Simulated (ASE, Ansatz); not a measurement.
# Electronic structure of twisted Ti2CO2 MXene alternating trilayer, 6.01° (1365 atoms)

Wanted: forces and levels of twisted Ti2CO2 MXene alternating trilayer, 6.01° (1365 atoms).

Method: Kohn-Sham DFT, r2SCAN+D4, PAW (set soft_2), localised support functions (medium), in Ansatz 0.2.0.

## Step 1: The starting structure

The cell holds 1365 atoms: 273 C, 546 Ti and 546 O. Its edges and angles: a = 28.904 Å, b = 28.904 Å, c = 31.110 Å, α = 90.0°, β = 90.0°, γ = 120.0°. It derives from Ti2CO2 (Ti2CO2 MXene). Ti2CO2 MXene (a = 3.03 Å) under Ti2CO2 MXene (a = 3.03 Å), alternating trilayer, commensurate cell of 91 unit cells a layer, twist 6.01 deg; facing planes 2.9, 2.89 Å apart; 12 Å of vacuum; layers as built, displaced by a Gaussian of 0.01 Å. Regions: layer 1, 455 atoms (91 C, 182 Ti and 182 O); layer 2, 455 atoms (91 C, 182 Ti and 182 O); layer 3, 455 atoms (91 C, 182 Ti and 182 O). Vacuum lies along c.

Limits known from the start: Beside vacuum, support functions can miss their usual error bounds without a warning. The main run has no spin polarisation, so moments on Ti can't form in it, and no Hubbard term. Only the Γ point is sampled, in a cell whose shortest periodic width is 25 Å.

## Step 2: Support functions medium

One self-consistent run at the given positions yields energy and forces.

Input file input.yaml:

```yaml
crystal:
  lattice:
    - [28.9044, 0.0, 0.0]
    - [-14.4522, 25.03194, 0.0]
    - [0.0, 0.0, 31.11]
  atoms:
    - { symbol: C, position: [0.01054, 0.82395, 0.2643] }
    - { symbol: Ti, position: [0.06976, 0.88637, 0.30633] }
    - { symbol: Ti, position: [0.07379, 0.82762, 0.22285] }
    - { symbol: O, position: [0.0737, 0.8288, 0.33614] }
    - { symbol: O, position: [0.06919, 0.88643, 0.19279] }
    - { symbol: C, position: [0.0652, 0.94451, 0.26448] }
    - { symbol: Ti, position: [0.12488, 0.00791, 0.30643] }
    - { symbol: Ti, position: [0.128, 0.94861, 0.22217] }
    - { symbol: O, position: [0.128, 0.94898, 0.335] }
    - { symbol: O, position: [0.12534, 0.00812, 0.19281] }
    - { symbol: C, position: [0.02218, 0.64864, 0.26395] }
    - { symbol: Ti, position: [0.07979, 0.71038, 0.30686] }
    - { symbol: Ti, position: [0.08406, 0.65213, 0.22194] }
    - { symbol: O, position: [0.08378, 0.65188, 0.33525] }
    - { symbol: O, position: [0.08053, 0.71114, 0.19297] }
    - { symbol: C, position: [0.0771, 0.76883, 0.26466] }
    - { symbol: Ti, position: [0.13534, 0.83178, 0.30637] }
    - { symbol: Ti, position: [0.13893, 0.77235, 0.2218] }
    - { symbol: O, position: [0.13891, 0.77274, 0.33539] }
    - { symbol: O, position: [0.13564, 0.83177, 0.19289] }
    - { symbol: C, position: [0.13196, 0.88994, 0.26452] }
    - { symbol: Ti, position: [0.19056, 0.95271, 0.30659] }
    - { symbol: Ti, position: [0.19398, 0.89291, 0.22232] }
    - { symbol: O, position: [0.19418, 0.89383, 0.33554] }
    - { symbol: O, position: [0.1913, 0.95261, 0.19287] }
    - { symbol: C, position: [0.03279, 0.4726, 0.26456] }
    - { symbol: Ti, position: [0.09199, 0.53474, 0.30657] }
    - { symbol: Ti, position: [0.09532, 0.47619, 0.22228] }
    - { symbol: O, position: [0.09597, 0.4766, 0.33583] }
    - { symbol: O, position: [0.09229, 0.53546, 0.1925] }
    - { symbol: C, position: [0.08821, 0.5933, 0.26408] }
    - { symbol: Ti, position: [0.1465, 0.65574, 0.30639] }
    [... 1327 atom lines left out ...]
    - { symbol: O, position: [0.99219, 0.1161, 0.66463] }
    - { symbol: C, position: [0.98878, 0.17585, 0.73653] }
    - { symbol: Ti, position: [0.04795, 0.2382, 0.77763] }
    - { symbol: Ti, position: [0.05166, 0.17948, 0.69333] }
    - { symbol: O, position: [0.05087, 0.17934, 0.80666] }
    - { symbol: O, position: [0.04705, 0.23772, 0.66477] }
kpoints:
  mp_grid: { grid: [1, 1, 1] }
hamiltonian:
  xc: r2scan
  dispersion: d4
scf:
  occupations: { method: gaussian, width: 0.025 }
  eigensolver: { kind: { support_functions: { accuracy: medium } } }
  mixing: { beta: 0.2 }
  max_iter: 150
output:
  forces: true
```

On the command line:

```console
$ ansatz run input.yaml --threads 32 --pin off --max-ram 92160MiB --backend cuda --events-out ev --progress --plain --runs-dir out --max-vram 78GiB
```

Log:

```text
Warning: scf.eigensolver.kind.support_functions: disabling space-group detection — the functions' gradient is summed over unrotated k-points, so no spatial operation reduces the k-mesh or symmetrises the density; time reversal is kept, so that k and −k are solved as one point where they differ and the mesh holds both, and exact exchange and, on two spinor components, a DFT+U term hold to it where the run has them: [...]
settings of this run that can trade accuracy for cost: scf.eigensolver.kind.support_functions [...]
Engine: ansatz 0.2.0, aarch64-unknown-linux-gnu
Pseudopotentials: kind: paw
Pseudopotential: C, paw, valence charge 4, recommended cutoff 500 eV (meta_gga), C.paw.azcp
Pseudopotential: Ti, paw, valence charge 12, recommended cutoff 500 eV (meta_gga), Ti.paw.azcp
Pseudopotential: O, paw, valence charge 6, recommended cutoff 500 eV (meta_gga), O.paw.azcp
[... 6 lines on functional and potentials left out ...]
device memory: the entry about to start is reckoned to put 75.9 GiB on a device that reports 122.1 GiB free (of which the cap on the GPU budget leaves the run 78.0 GiB)
GPU FFT provider: cuFFT
GPU libraries: cuBLAS 13.8.1, cuFFT 12.4.0, cuSOLVER 12.3.2
GPU matrix products: emulated (plane waves: as basis.precision tells), large ones in fixed point in workspaces of 1.00 GiB
Crystal: 1365 atoms, lattice volume = 22509.118 Å³
Basis set: ecut = 500 eV, 571595 PW (Γ), exchange–correlation on 810×810×810 points (27 copies of the dense FFT grid, shifted against one another)
Bands: 6552, of which v1, the nominal top of the filled ones, is band 5460 counted from 1 (5459 counted from 0)
Symmetry: 1 space group operations
k-points: 1
[... 10 lines on functional and potentials left out ...]
Initial density: superposition of atomic densities (neutral atoms: chi_scale 0, normalization atom)
Initial wavefunctions: pseudopotential atomic-orbital guess
GPU buffer pool allocated for 19683000 grid points (all kernels)
Functional: x = r2scan, c = r2scan; τ floored in thin density (d = 2e-4 eV/Å³)
SCF iter   1: F=—  HF=-1749775.104292 eV  |F-HF|=—  |Δ(HF+E_count)|=         —  Δρ=1.79e-1  dr2=8.68e3  dr2_τ=6.78e2  ethr=1.00e-1
preconditioner: auto → Resta (q_TF=auto, 2.418 Å⁻¹)  ε∞=12.1  [insulator: Δε(μ)=2.990 eV  Ē_g=12.008 eV  σ=0.025 eV  W_gap=1.00  n_scr=5386 (ndim 8)  ℏωp=20.0 eV  f_vac=0.303  D(μ)=0.00/eV (n_scr^D=0)  ε∞_Penn≈3.8  vacuum switching on, ρ_ref=2.6e-3 e/Å³]
SCF iter   2: F=—  HF=-1748844.357415 eV  |F-HF|=—  |Δ(HF+E_count)|=    9.31e2  Δρ=1.09e-1  dr2=3.51e3  dr2_τ=7.56e1  ethr=7.95e-2
SCF iter   3: F=—  HF=-1748447.377428 eV  |F-HF|=—  |Δ(HF+E_count)|=    3.97e2  Δρ=6.62e-2  dr2=1.39e3  dr2_τ=2.23e1  ethr=3.21e-2  κ⁻¹=1.0e0(r=1)
SCF iter   4: F=—  HF=-1748291.314071 eV  |F-HF|=—  |Δ(HF+E_count)|=    1.56e2  Δρ=3.19e-2  dr2=2.76e2  dr2_τ=1.93e0  ethr=1.27e-2  κ⁻¹=1.8e-3(r=2)
SCF iter   5: F=—  HF=-1748300.787898 eV  |F-HF|=—  |Δ(HF+E_count)|=    9.47e0  Δρ=2.27e-2  dr2=1.74e2  dr2_τ=5.94e-1  ethr=2.53e-3  κ⁻¹=1.8e-3(r=3)
SCF iter   6: F=—  HF=-1748297.127719 eV  |F-HF|=—  |Δ(HF+E_count)|=    3.66e0  Δρ=9.50e-3  dr2=4.71e1  dr2_τ=2.81e-1  ethr=1.59e-3  κ⁻¹=5.7e-4(r=4)
SCF iter   7: F=—  HF=-1748294.045580 eV  |F-HF|=—  |Δ(HF+E_count)|=    3.08e0  Δρ=6.69e-3  dr2=2.27e1  dr2_τ=2.74e-1  ethr=4.31e-4  κ⁻¹=1.6e-4(r=5)
SCF iter   8: F=—  HF=-1748290.661730 eV  |F-HF|=—  |Δ(HF+E_count)|=    3.38e0  Δρ=5.62e-3  dr2=9.15e0  dr2_τ=3.07e-2  ethr=2.08e-4  κ⁻¹=3.9e-5(r=6)
SCF iter   9: F=—  HF=-1748290.461425 eV  |F-HF|=—  |Δ(HF+E_count)|=   2.00e-1  Δρ=5.19e-3  dr2=5.66e0  dr2_τ=6.18e-3  ethr=8.38e-5  κ⁻¹=1.8e-5(r=7)
SCF iter  10: F=—  HF=-1748292.243944 eV  |F-HF|=—  |Δ(HF+E_count)|=    1.78e0  Δρ=1.36e-3  dr2=8.16e-1  dr2_τ=2.13e-2  ethr=5.19e-5  κ⁻¹=2.2e-6(r=7)
[...]
SCF iter  17: F=—  HF=-1748292.873979 eV  |F-HF|=—  |Δ(HF+E_count)|=   1.75e-2  Δρ=1.34e-4  dr2=4.14e-3  dr2_τ=3.14e-5  ethr=7.17e-8  κ⁻¹=7.4e-5(r=7)
SCF iter  18: F=—  HF=-1748292.892858 eV  |F-HF|=—  |Δ(HF+E_count)|=   1.89e-2  Δρ=8.47e-5  dr2=1.58e-3  dr2_τ=6.43e-5  ethr=3.79e-8  κ⁻¹=1.8e-4(r=7)
SCF iter  19: F=—  HF=-1748292.899973 eV  |F-HF|=—  |Δ(HF+E_count)|=   7.12e-3  Δρ=4.71e-5  dr2=4.73e-4  dr2_τ=3.36e-5  ethr=1.45e-8  κ⁻¹=3.1e-4(r=7)
SCF iter  20: F=—  HF=-1748292.905253 eV  |F-HF|=—  |Δ(HF+E_count)|=   5.28e-3  Δρ=3.99e-5  dr2=2.61e-4  dr2_τ=4.65e-6  ethr=4.33e-9  κ⁻¹=2.0e-4(r=7)
SCF iter  21: F=—  HF=-1748292.909901 eV  |F-HF|=—  |Δ(HF+E_count)|=   4.65e-3  Δρ=2.56e-5  dr2=1.09e-4  dr2_τ=8.34e-6  ethr=2.39e-9  κ⁻¹=1.7e-4(r=7)
SCF iter  22: F=—  HF=-1748292.913628 eV  |F-HF|=—  |Δ(HF+E_count)|=   3.73e-3  Δρ=1.62e-5  dr2=5.06e-5  dr2_τ=3.47e-6  ethr=9.97e-10  κ⁻¹=2.9e-4(r=7)
SCF iter  23: F=—  HF=-1748292.916973 eV  |F-HF|=—  |Δ(HF+E_count)|=   3.34e-3  Δρ=8.19e-6  dr2=2.20e-5  dr2_τ=1.04e-6  ethr=4.63e-10  κ⁻¹=3.1e-4(r=7)
SCF iter  24: F=—  HF=-1748292.916937 eV  |F-HF|=—  |Δ(HF+E_count)|=   3.65e-5  Δρ=5.39e-6  dr2=1.21e-5  dr2_τ=2.25e-7  ethr=2.01e-10  κ⁻¹=2.7e-4(r=7)
SCF iter  25: F=—  HF=-1748292.916972 eV  |F-HF|=—  |Δ(HF+E_count)|=   3.57e-5  Δρ=4.66e-6  dr2=8.26e-6  dr2_τ=2.08e-8  ethr=1.11e-10  κ⁻¹=1.9e-4(r=7)
SCF iter  26: F=-1748292.917001 eV  HF=-1748292.916993 eV  |F-HF|=7.69e-6  |Δ(HF+E_count)|=   2.04e-5  Δρ=3.24e-6  dr2=5.14e-6  dr2_τ=2.91e-8  ethr=7.56e-11
SCF 1 converged in 26 iterations: F = -1748292.999306 eV  dr2 = 5.14e-6
  greatest PAW one-centre occupation: 1.000 electrons in one spin orbital (limit 2), on the Ti atom at site 601 (counted from 0), in its partial waves of l = 1
SCF converged after 26 iterations
Stability not checked: this state was not tested for a lower state beside it, because the mixer in use, unlike msr1, does not test its closes by its own steps (another_mixer; see scf.mixing.algorithm and scf.lower_state_search)
Free energy (F): -1748292.999306 eV
Harris-Foulkes:  -1748292.999299 eV  (|F-HF|=7.69e-6)
Internal energy: -1748292.999306 eV  (E = F + TS)
E sigma→0 (E₀):  -1748292.999306 eV
Fermi energy:    5.699210 eV
--- Per-component energies (eV) ---
  E_band       = -169306.722706
  E_kinetic    = 269396.625763
  E_local      = -8231880.119977  (includes V_loc(G=0)·N_el)
  E_nonlocal   = 34641.619503
  E_softening  = -0.071605  (part of E_nonlocal)
  E_grid_corr  = -0.303861  (part of E_nonlocal)
  E_hartree    = 4008163.353255
  E_xc         = -104612.957362
  E_vxc        = -149322.694420  (∫ρ·V_xc dr)
  E_paw        = -690504.667454  (= ΣΔE_a)
  E_vpaw       = -118196.809859  (= ΣTr[D̂ρ^β])
  E_aug_tail   = 0.657753  (compensation charges beyond the density's cutoff)
  E_vtau       = 9731.447336  (kinetic-family band-sum trace: ∫τ·v_τ [+ j·A + Jᵃ·Aᵃ] dr)
  E_ewald      = 2966763.135017
  E_disp       = -97.972925  (pairwise vdW)
  E_core_change = -162.590573  (= ΣΔE_core)
  E_smearing   = -0.000000  (= −TS)
  E_closure    = 0.000000  (closes the sum)
  E_support_correction = -0.082306  (second-order, or where that is not computed along the SCF)
  E_support_correction_error = 8.2e-3  (of E_support_correction; not in F)
  Σ components = -1748292.999306   (vs F -1748292.999306, Δ=0.00e0)
--- Forces (eV/Å), atoms counted from 1 ---
[... 1365 lines of forces left out ...]
  max |Σ_I F_I| component: 3.47e-3 eV/Å
--- Band table (eV) ---
[... left out ...]
  guard bands above this table: 948 of the run's 6552 bands (output.publish_guard_bands: true publishes all)
```

Run time: 2.6 min. Hardware: 1 × NVIDIA GB200 with 32 threads of Arm Neoverse V2, shared host; peak memory 23 GiB; 6.1 min of CPU time.

That memory is the host's; the program planned up to 75.9 GiB on the GPU. Forces of this run were stored rounded, and per-atom blocks of the log weren't kept.

The program notes that the band table was not solved further than the SCF left it and it switched symmetry off.

The run gave:

| Quantity | Value |
| --- | --- |
| free energy | -1748292.9993 eV |
| free energy per atom | -1280.8007 eV/atom |
| SCF cycles | 26 |
| r.m.s. force component | 0.2353 eV/Å |
| longest force | 0.8945 eV/Å |
| Fermi energy | 5.699 eV |
| gap (highest filled to lowest empty level) | 0.4928 eV |

Length of the force by element:

```tsv
element	coordination	atoms	mean length of the force (eV/Å)	spread	least	most
C	all	273	0.281	0.115	0.0319	0.738
O	all	546	0.438	0.142	0.0762	0.894
Ti	all	546	0.368	0.148	0.0139	0.811
```

By region:

```tsv
region	atoms	mean length of the force (eV/Å)
layer 1	455	0.378
layer 2	455	0.374
layer 3	455	0.383
```

The levels nearest the highest filled one (over half full), pooled over k-points and spins:

```tsv
level less the highest filled one (eV)	occupation
-0.0354	2
-0.0286	2
-0.0146	2
-0.009	2
-0.0036	2
0	2
0.493	0
0.507	0
0.518	0
0.519	0
0.520	0
0.522	0
```

## Step 3: Structure statistics

Bonds and neighbours are counted at the geometry of the runs.

Normalised to the volume that the atoms fill. Pair distribution functions g(r), in bins of 0.2 Å:

```tsv
r (Å)	total	O-O	O-Ti	O-C	Ti-Ti	Ti-C	C-C
1.90	2.69	0.00	8.40	0.00	0.00	0.00	0.00
2.10	2.00	0.00	0.20	0.00	0.00	12.10	0.00
2.30	0.32	0.00	0.00	0.00	0.00	1.97	0.00
2.50	0.00	0.00	0.00	0.00	0.00	0.00	0.00
2.70	0.03	0.00	0.00	0.22	0.00	0.00	0.00
2.90	1.40	0.32	0.00	8.15	0.17	0.00	0.26
3.10	3.46	7.54	0.00	0.00	10.52	0.00	14.35
3.30	0.06	0.40	0.00	0.00	0.00	0.00	0.00
3.50	0.47	0.30	1.31	0.00	0.00	0.00	0.00
3.70	1.50	0.31	2.15	0.00	0.00	4.80	0.00
3.90	0.14	0.33	0.29	0.00	0.00	0.00	0.00
4.10	0.76	0.28	0.29	3.90	0.00	0.00	0.00
4.30	0.40	0.24	0.27	0.00	1.70	0.00	0.00
4.50	0.14	0.28	0.27	0.00	0.05	0.00	0.00
4.70	2.54	1.67	6.34	0.00	0.11	1.39	0.00
4.90	0.86	0.29	0.24	0.00	0.23	4.39	0.00
5.10	0.99	0.25	0.24	5.30	0.23	0.00	0.00
5.30	1.56	2.65	0.22	0.43	5.04	0.00	4.87
5.50	0.20	0.22	0.21	0.44	0.19	0.00	0.00
5.70	0.38	1.26	0.21	0.42	0.24	0.00	0.00
5.90	0.19	0.19	0.20	0.39	0.19	0.00	0.00
6.10	0.96	1.98	0.18	0.40	2.01	0.34	3.64
6.30	1.33	0.43	3.46	0.38	0.18	0.38	0.00
6.50	1.03	1.58	0.39	0.35	0.18	3.59	0.00
6.70	0.76	0.19	0.36	3.33	0.19	0.32	0.00
6.90	0.57	0.17	0.55	0.34	1.58	0.37	0.00
7.10	1.05	0.15	2.14	0.33	0.18	1.63	0.00
7.30	0.50	0.26	0.33	1.57	0.25	0.32	0.21
```

Bonds by pair of elements; cutoffs follow the first minimum of g(r), held within bounds set by covalent radii, and pairs that aren't listed don't count as bonded:

```tsv
pair A-B	cutoff (Å)	bonds	mean length (Å)	spread (Å)	shortest (Å)	B about A	A about B
O-Ti	2.64	1638	1.97	0.014	1.91	3	3
Ti-C	2.64	1638	2.19	0.014	2.13	3	6
```

How many atoms have how many bonded neighbours:

```tsv
element	mean	3	6
C	6	0	273
O	3	546	0
Ti	6	0	546
```

Bond angles, per cent of each kind in bins of 5°:

```tsv
angle (°)	C-Ti-O	Ti-C-Ti	C-Ti-C	O-Ti-O	Ti-O-Ti
80–85	12.0	0.0	0.0	0.0	0.0
85–90	54.7	40.0	100.0	0.0	0.0
90–95	0.0	40.0	0.0	0.0	0.0
95–100	0.0	0.0	0.0	26.2	26.1
100–105	0.0	0.0	0.0	73.8	73.9
105–110	0.0	0.0	0.0	0.0	0.0
110–115	0.0	0.0	0.0	0.0	0.0
115–120	0.0	0.0	0.0	0.0	0.0
120–125	0.0	0.0	0.0	0.0	0.0
125–130	0.0	0.0	0.0	0.0	0.0
130–135	0.0	0.0	0.0	0.0	0.0
135–140	0.0	0.0	0.0	0.0	0.0
140–145	0.0	0.0	0.0	0.0	0.0
145–150	0.0	0.0	0.0	0.0	0.0
150–155	0.0	0.0	0.0	0.0	0.0
155–160	0.0	0.0	0.0	0.0	0.0
160–165	0.0	0.0	0.0	0.0	0.0
165–170	6.1	0.0	0.0	0.0	0.0
170–175	27.2	0.0	0.0	0.0	0.0
175–180	0.0	20.0	0.0	0.0	0.0
```

Bond angles (no mean is given where the spread exceeds 20°):

```tsv
angle	count	mean (°)	spread (°)
C-Ti-O	4914	-	-
Ti-C-Ti	4095	-	-
C-Ti-C	1638	87.8	0.5
O-Ti-O	1638	100	0.6
Ti-O-Ti	1638	100	0.6
```

Counting bonds as in the table, all C atoms have 6, all O atoms have 3 and all Ti atoms have 6 bonded neighbours.

The surroundings of O825, which bears the longest force, nearest first, numbered as they follow in the input and with coordinates relative to it.

```tsv
atom	x	y	z	distance (Å)	bonds	Fx	Fy	Fz (eV/Å)
O825	0.00	0.00	0.00	0.00	3	0.21	0.01	0.87
Ti823	0.81	-1.56	0.93	1.99	6	-0.33	0.12	-0.29
Ti788	-1.75	0.08	0.94	1.99	6	0.58	0.31	-0.36
Ti828	0.96	1.49	0.94	2.01	6	-0.30	-0.36	-0.45
C821	-0.95	-1.45	2.22	2.82	6	0.19	-0.18	0.33
C826	-0.79	1.55	2.24	2.84	6	0.17	0.32	0.03
C861	1.76	-0.08	2.24	2.85	6	0.06	-0.24	0.10
O359	-0.45	0.29	-2.87	2.92	3	-0.26	-0.10	-0.39
O790	-2.52	1.64	0.02	3.00	3	-0.22	0.34	0.57
O785	-2.68	-1.36	0.02	3.01	3	-0.12	-0.07	0.30
O865	2.71	1.38	0.02	3.04	3	0.14	-0.07	0.43
O820	-0.14	-3.04	0.03	3.04	3	-0.02	0.17	0.43
O830	0.18	3.04	0.01	3.04	3	-0.05	0.04	0.62
O860	2.56	-1.67	0.03	3.05	3	0.04	0.30	0.39
```

The column of bonds counts only the pairs O-Ti within 2.64 Å, Ti-C within 2.64 Å; other neighbours, such as metal atoms beside each other in a compound, aren't counted, and periodic images can show an atom twice.

## Step 4: What came out

```yaml
free_energy_per_atom: -1280.8007 eV/atom
r_m_s_force_component: 0.2353 eV/Å
spacing_of_highest_filled_and_lowest_empty_level: 0.4928 eV
wall_time_of_the_1_dft_run: 2.6 min
```

What this shows: The highest filled and lowest empty levels differ by 0.493 eV (at Γ alone); a semilocal functional tends to put such gaps too low. Counting bonds as in the table, all C atoms have 6, all O atoms have 3 and all Ti atoms have 6 bonded neighbours.

**Limits.** The geometry was built by rule, was displaced at random and isn't relaxed at this level: its force components are 0.24 eV/Å r.m.s.

[Logs are printed without paths, hosts, clocks, repeated set-up lines and the standing remarks that a program may print on its own settings, such as how far it seeks lower states.]

[Hosts, paths, dates, database ids (printed as entryN), source tags and the programs' standing remarks are cut or masked in the printed files.]
